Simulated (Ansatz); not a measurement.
In doubt: one-shot GW on d or f shells is unsure, so the values of those runs are not to be relied on.

Two G0W0 runs on LuBrO (layers cut from the bulk crystal).

The cell holds 12 atoms: 4 Br, 4 Lu and 4 O. Cell: a = 3.702 Å, b = 3.702 Å, c = 50.000 Å, α = 90.0°, β = 90.0°, γ = 90.0°. It derives from LuBrO. Regions: layer 1, 6 atoms (2 Br, 2 Lu and 2 O); layer 2, 6 atoms (2 Br, 2 Lu and 2 O). Vacuum lies along c.

```xyz
12
Lattice="3.7023 0.0000 0.0000 0.0000 3.7023 0.0000 0.0000 0.0000 50.0000" Properties=species:S:1:pos:R:3
Br    1.8511    0.0000   18.2998
Lu    0.0000    1.8511   19.9293
O     1.8511    1.8511   21.0417
O     0.0000    0.0000   21.0417
Lu    1.8511    0.0000   22.1563
Br    0.0000    1.8511   23.7434
Br    1.8511    0.0000   26.2566
Lu    0.0000    1.8511   27.8437
O     1.8511    1.8511   28.9583
O     0.0000    0.0000   28.9583
Lu    1.8511    0.0000   30.0707
Br    0.0000    1.8511   31.7002
```

The structure was relaxed with PBEsol-D3(BJ). The runs that relaxed it are not among those shown. Spin-orbit coupling is left out unless a run names it.

The first (Ansatz 0.2.0; start PBEsol, 6×6×1 mesh, 815 empty bands, screening to 65 eV, PAW set soft_1 files; 1 × NVIDIA H100 80GB HBM3 (shared by 6 runs) with 3 threads of AMD EPYC 7R13 (Zen 3), shared host) gave, on its mesh: starting gap 4.15 eV, G0W0 gap 6.08 eV, mean of 1 + 4πα/V (set by the cell height) 1.85, 5.3 min.

Question: The second changes empty bands from 815 to 336 and screening cutoff (eV) from 65.0 to 36. What does it give?

It gave: starting gap 4.15 eV, G0W0 gap 6.17 eV, mean of 1 + 4πα/V (set by the cell height) 1.87, 3.3 min. The G0W0 gap moves by +0.08 eV, −0.0001 eV from the start and +0.08 eV from the correction. Σc changes by +0.05 eV at the valence top and +0.14 eV at the conduction bottom, and Σx − Vxc between them by +0.00 eV.

Limits: not at the basis limit; coarse mesh for a sheet; no spin-orbit coupling.

[Paths, hosts, dates, memory and timing lines, banners, echoed tables and standing remarks are left out of the program output.]

[Logs are printed without paths, hosts, clocks, repeated set-up lines and the standing remarks that a program may print on its own settings, such as how far it seeks lower states.]

[Runs of the session that timed out or met a known fault of the program may be left out.]

[Cells called generated may have been cut or substituted from an entry of the Crystallography Open Database or the Materials Project.]

[Hosts, paths, dates, database ids (printed as entryN), source tags and the programs' standing remarks are cut or masked in the printed files.]
